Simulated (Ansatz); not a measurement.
In doubt: masses and optical values from hybrid runs of this build are listed as unsure (in some of the runs), which bears on the screening that GW takes from such a start; one-shot GW on d or f shells is unsure (in some of the runs), so the values of those runs are not to be relied on.

System: LuBi2O4Cl (P4/mmm).

Symmetry: P4/mmm, No. 123, tetragonal system. The conventional cell has a = 3.823 Å, b = 3.823 Å, c = 8.856 Å, α = 90.00°, β = 90.00°, γ = 90.00°. Lu has 8 O at 2.34 Å nearest. Nearest to Bi lie 4 O at 2.23 Å. Cl has 8 Bi at 3.33 Å nearest. Nearest to O lie 2 Bi at 2.23 Å and 2 Lu at 2.34 Å. Farther neighbours and most contacts between anions are not listed.

```xyz
8
Lattice="3.8232 0.0000 0.0000 0.0000 3.8232 0.0000 0.0000 0.0000 8.8560" Properties=species:S:1:pos:R:3 pbc="T T T"
Lu    0.0000    0.0000    0.0000
Bi    1.9116    1.9116    6.3701
Bi    1.9116    1.9116    2.4859
Cl    0.0000    0.0000    4.4280
O     1.9116    0.0000    7.5099
O     0.0000    1.9116    7.5099
O     1.9116    0.0000    1.3461
O     0.0000    1.9116    1.3461
```

The cell and positions come from the Crystallography Open Database and are kept as given unless a step says otherwise. Spin-orbit coupling is left out unless a run names it.

Gaps computed with Ansatz 0.2.0 without a self-energy: HSE06 2.47 eV.

Question: Estimate the G0W0@HSE06 gap with 6×6×2 mesh, 769 empty bands, screening to 190 eV, hard PAW files.

About 2.92 eV: on its mesh the run moves the gap from 2.48 eV by +0.45 eV. A band edge moves to another state on the way. Bands and cutoff are finite, so the gap is not at the basis limit. The miss can reach some tenths of an eV and take either sign; the mesh is an error of its own. Where an edge is built on 6p states of lead, bismuth or thallium, scalar-relativistic gaps usually stand too wide, by a few tenths to over one eV. The many-body steps are scalar-relativistic: spin-orbit coupling is not in them.

[Paths, hosts, dates, memory and timing lines, banners, echoed tables and standing remarks are left out of the program output.]

[Logs are printed without paths, hosts, clocks, repeated set-up lines and the standing remarks that a program may print on its own settings, such as how far it seeks lower states.]

[Runs of the session that timed out or met a known fault of the program may be left out.]

[Cells called generated may have been cut or substituted from an entry of the Crystallography Open Database or the Materials Project.]

[Hosts, paths, dates, database ids (printed as entryN), source tags and the programs' standing remarks are cut or masked in the printed files.]
